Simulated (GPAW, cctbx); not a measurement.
## How far are the atoms of Ga4As3P from free atoms?

Question: by how much does bonding change the structure factors of Ga4As3P?

The cell is our own: ordered zincblende alloy in the eight-atom cube, 1 of 4 As sites given to P. All numbers below are calculated.

## 1. Relax the structure

The density hangs on the geometry, so cell and atoms are relaxed first, with the symmetry held. The cutoff is set higher than for the density because stress converges slowly with plane waves.

Settings: GPAW 26.7.0, PBE, 650 eV, 4×4×4 k-points, Fermi–Dirac width 0.02 eV, BFGS to 0.02 eV/Å.

```text
cell
1.0
     5.690000000    0.000000000    0.000000000
     0.000000000    5.690000000    0.000000000
     0.000000000    0.000000000    5.690000000
P Ga As
1 4 3
Direct
0.000000000 0.000000000 0.000000000
0.250000000 0.250000000 0.250000000
0.250000000 0.750000000 0.750000000
0.750000000 0.250000000 0.750000000
0.750000000 0.750000000 0.250000000
0.000000000 0.500000000 0.500000000
0.500000000 0.000000000 0.500000000
0.500000000 0.500000000 0.000000000
```

```console
$ OMP_NUM_THREADS=1 mpirun -n 4 gpaw python run.py > gpaw.log
```

```text
BFGS:    0      -33.756698        0.570506
BFGS:    1      -33.774103        0.464410
BFGS:    2      -33.808325        0.064869
BFGS:    3      -33.808546        0.062074
BFGS:    4      -33.809226        0.046516
BFGS:    5      -33.809857        0.031039
BFGS:    6      -33.810169        0.018814
cell  5.7089 5.7089 5.7089  90.00 90.00 90.00
volume 186.065 A^3, largest force 0.011 eV/A, largest stress 0.02 GPa
```

After 6 steps the volume has changed by +1.0 % and the energy by -0.053 eV; the largest stress left is 0.02 GPa. It took 57 s on 4 cores of Arm Neoverse V2 (shared host), peak memory 1 GiB.

Relaxed structure: P-43m (no. 215), a = 5.7089 Å, b = 5.7089 Å, c = 5.7089 Å, α = 90.00°, β = 90.00°, γ = 90.00°.

```csv
atom,mult.,x,y,z
As1,3,0,1/2,1/2
Ga1,4,0.2458,0.2458,0.2458
P1,1,0,0,0
```

## 2. Density and charge transfer

X-rays see the whole electron density, so the PAW density is rebuilt with its core regions. Subtracting spherical free atoms from the same code cancels the cores and leaves the deformation density Δρ, the part due to bonding.

Settings: PBE, 600 eV, 4×4×4 k-points, Fermi–Dirac width 0.02 eV; primitive cell of 8 atoms.

```console
$ OMP_NUM_THREADS=1 mpirun -n 4 gpaw python run.py > gpaw.log
```

```text
|iter:   1|       0s |  -34.228052 | -0.55 |       |
|iter:   2|       1s |  -34.147343 | -2.39 | -0.88 |
|iter:   3|       1s |  -33.812055 | -1.98 | -0.91 |
...
|iter:   6|       4s |  -33.808899c| -5.02 | -2.81 |
|iter:   7|       5s |  -33.808914c| -6.20 | -3.22 |
|iter:   8|       6s |  -33.808915c| -7.56c| -4.01c|
```

```text
grid (70, 70, 70)  electrons 238.000  moved by bonding 1.860 e
deformation density beyond 0.5 A of the nuclei: max 0.144, min -0.079 e/A^3
atom        x       y       z   Voronoi charge  moment
As1    0.0000  0.5000  0.5000     -0.152       0.00
As2    0.5000  0.0000  0.5000     -0.152       0.00
As3    0.5000  0.5000  0.0000     -0.152       0.00
Ga4    0.2458  0.2458  0.2458      0.159       0.00
Ga5    0.2458  0.7542  0.7542      0.159       0.00
Ga6    0.7542  0.2458  0.7542      0.159       0.00
Ga7    0.7542  0.7542  0.2458      0.159       0.00
P 8    0.0000  0.0000  0.0000     -0.180       0.00
mean inner potential of superposed free atoms 14.395 V
total magnetic moment 0.000 muB
```

Deformation density in a plane through the shortest contact of the Ga atom at the origin, in 0.01 e/Å³ (clipped at ±99); x from -1.6 to 4.0 Å, y from 2.4 down to -2.4 Å:

```text
  5   .   .   .  -4  -2  -2  -1  -1  -1  -1  -1  -1  -1  -1  -1
  4  -3   .  -3  -1  -1  -1  -1  -1  -1  -1  -1  -1  -1  -1  -1
  2   0   3   8   7   2   0  -1  -1  -1  -1  -1  -1  -1  -1  -1
  1   4   9  12   8   2   0  -1  -1  -1  -2   0   1   1  -1  -1
  0   2   4   3  -1  -3  -2   1   3  -1  -5  -3   1   1   0  -1
 -1  -2  -3  -5   .  -3  -4   5  10   3  -6   .  -3  -1  -1  -1
 -2  -3  -5  -2   .   .  -5   8  14   8   .   .  -7  -5  -2  -1
 -2  -2  -4  -5   .  -2  -4   5  10   4  -3   .   1   0  -1  -1
 -1  -1  -1  -3  -5  -5  -3   1   3   2   3  10  12   7   2  -1
 -1  -1   0  -1  -2  -3  -2  -1   0   1   5  11  11   5   0  -1
 -1  -1  -1  -1  -1  -2  -2  -1  -1   0   1   2  -2  -5  -5  -1
 -1  -1  -1  -1  -1  -1  -1  -1  -2  -2  -3  -5   .   .  -4  -1
 -1  -1  -1  -1  -1  -1  -1  -1  -2  -2  -4  -5   .   .   .  -1
```

Atoms in or within 0.15 Å of the plane: As (-0.9, 2.3), Ga (0.0, 0.0), Ga (3.2, -2.3), P (2.4, 0.0) Å. Dots mark points within about 0.45 Å of a nucleus; large values next to them are atomic features.

P gains most (-0.18 e) and Ga loses most (+0.16 e), as electronegativity suggests. Such charges fall far short of formal ones, since overlapping free atoms already put density on their neighbours. Along the shortest contact from the Ga atom at the map's origin, Ga–P at 2.43 Å, Δρ is +0.12 e/Å³ at the midpoint and highest, +0.14, 1.45 Å from Ga (points within 0.5 Å of a nucleus left out): a bond charge, the mark of covalency, pulled towards P. At the midpoints of other shortest contacts it is +0.12 (As–Ga, 2.49 Å) e/Å³. Point values carry grid noise of about 0.01 e/Å³. The run needed 8 iterations, 12 s.

## 3. Structure factors

The Fourier components of Δρ, added to those of the free atoms, give the static X-ray structure factors; the Mott–Bethe relation turns them into the Fourier components V of the potential that fast electrons feel.

```text
static structure factors of the conventional cell: F in electrons, V (Mott-Bethe) in volts
   h  k  l      d  |F| table  |F| free   |F| DFT   change   |V| free  |V| DFT  change %
   0  1  0  5.7089    14.427    14.413    14.419    0.006     0.266    0.261     -1.9
   0  1  1  4.0368    16.966    16.958    16.935   -0.023     0.384    0.393      2.4
   1  1  1  3.2960   143.706   143.825   144.413    0.589     6.576    6.412     -2.5
   0  2  0  2.8544    10.550    10.478    10.084   -0.394     0.130    0.051    -60.7
   0  2  1  2.5531    18.595    18.587    18.550   -0.037     0.428    0.434      1.4
   1  2  1  2.3306    16.541    16.524    16.487   -0.037     0.368    0.373      1.4
   0  2  2  2.0184   175.604   175.210   174.814   -0.397     6.267    6.307      0.6
   1  2  2  1.9030    12.449    12.414    12.423    0.008     0.209    0.208     -0.4
   0  3  0  1.9030    21.994    21.918    21.894   -0.024     0.521    0.523      0.4
   0  3  1  1.8053    14.756    14.703    14.705    0.002     0.285    0.285     -0.1
   1  3  1  1.7213   116.694   116.276   115.757   -0.519     3.784    3.822      1.0
   2  2  2  1.6480     8.728     8.458     8.704    0.246     0.069    0.082     18.3
   0  3  2  1.5834     7.243     7.217     7.223    0.006     0.064    0.064     -0.6
   1  3  2  1.5258    14.106    14.045    14.056    0.012     0.281    0.280     -0.2
```

The largest X-ray change is +0.59 e on 111, 0.4 % of |F|. For electrons V goes as (Z − F)/g², so a change of F counts against Z − F, which is small at low angle and wherever the atoms' terms cancel: |V| of 020 moves by -60.7 % (0.13 to 0.05 V) against -3.8 % in |F|. These compare absolute values; so weak a component may also change sign. The last three rows still change by up to 0.25 e; the table stops while the angles are still low. The tabulated Hartree–Fock atoms differ from the free DFT atoms by up to 0.42 e, so the choice of reference atom matters too.

## 4. Answer

Bonding moves 1.86 e in the primitive cell of Ga4As3P and changes the structure factors of the conventional cell in the table above by at most 0.59 e (111, 0.4 %), and among reflections above 2 % of the strongest by up to 3.8 % (020). The shortest bond, Ga–P, has Δρ = +0.12 e/Å³ at its midpoint, a covalent bond charge. Limits: static density, frozen cores, no spin–orbit coupling.

[Outputs are excerpts: Python notices, other lines and further rows are left out; steps that failed or that the build refused (PBEsol, TPSS) are not shown.]

[Logs are printed without paths, hosts, clocks, repeated set-up lines and the standing remarks that a program may print on its own settings, such as how far it seeks lower states.]
